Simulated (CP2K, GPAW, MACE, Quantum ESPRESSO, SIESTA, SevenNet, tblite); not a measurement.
# Which run comes nearest? Random packing of Si37C33N30 (at. %) (97 atoms)

Density of this cell: 2.84 g/cm³. The cell holds 97 atoms: 36 Si, 32 C and 29 N. Its edges and angles: a = 10.175 Å, b = 10.175 Å, c = 10.175 Å, α = 90.0°, β = 90.0°, γ = 90.0°. 97 atoms (36 Si, 32 C, 29 N) packed at random in a cube at 2.84 g/cm³ and pushed apart as soft spheres; a start for melting by ab initio MD, not an equilibrated structure. Then every atom was moved at random, 0.02 Å r.m.s. a Cartesian component.

Geometry: as built.

The reference, a calculation:

| Quantity | Value |
| --- | --- |
| method | Kohn-Sham DFT, PBE, SSSP efficiency 1.3.0 pseudopotentials, plane waves (Quantum ESPRESSO 7.5); sssp-pbe-1.3.0-efficiency, cutoffs 60/480 Ry, Γ point |
| r.m.s. force component | 1.787 eV/Å |
| longest force | 6.218 eV/Å |
| pressure | -0.931 GPa |
| time | 2.5 min on 4 MPI ranks of Arm Neoverse V2, shared host |
| CPU time | 9.8 min |

Runs, in no order:
A. MACE MPA-0 medium potential: machine-learned interatomic potential MACE MPA-0 medium, trained on PBE(+U) plane-wave data
B. SIESTA PBE, DZP, shift 0.01 Ry, mesh 500 Ry: Kohn-Sham DFT, PBE, PseudoDojo 0.4.1 norm-conserving pseudopotentials (converted to PSML), numerical atomic orbitals (DZP), diagonalisation
C. CP2K PBE, DZVP-MOLOPT-SR, 600/50 Ry, diagonalisation: Kohn-Sham DFT, PBE, GTH-PBE pseudopotentials, Gaussian and plane waves, DZVP-MOLOPT-SR-GTH, diagonalisation
D. QE PBE, sssp-1.3.0-efficiency, 30/240 Ry: Kohn-Sham DFT, PBE, SSSP efficiency 1.3.0 pseudopotentials, plane waves
E. QE PBE, gbrv-1.5, 40/200 Ry: Kohn-Sham DFT, PBE, GBRV 1.5 ultrasoft pseudopotentials, plane waves

Q: Order them from the smallest to the largest r.m.s. force difference.

E, D, C, B, A.

| run | Δ force, r.m.s. (meV/Å) | share of r.m.s. force (%) | CPU time |
| --- | --- | --- | --- |
| E. QE PBE, gbrv-1.5, 40/200 Ry | 9.37 | 0.525 | 4.4 min |
| D. QE PBE, sssp-1.3.0-efficiency, 30/240 Ry | 32.7 | 1.83 | 4 min |
| C. CP2K PBE, DZVP-MOLOPT-SR, 600/50 Ry, diagonalisation | 79.0 | 4.42 | 8.2 min |
| B. SIESTA PBE, DZP, shift 0.01 Ry, mesh 500 Ry | 144 | 8.07 | 14 min |
| A. MACE MPA-0 medium potential | 579 | 32.4 | 7.9 s |

The electron count is odd in these runs, and they have no spin polarisation, so the unpaired electron is spread evenly over both spins. Machine-learned potentials mimic data converged in k, so the reference's own k-point error enters their differences. The electronic-structure runs sample only Γ, in a cell whose shortest periodic width is 10 Å, which is coarse for a cell with partly filled levels.

[Hosts, paths, dates, database ids (printed as entryN), source tags and the programs' standing remarks are cut or masked in the printed files.]
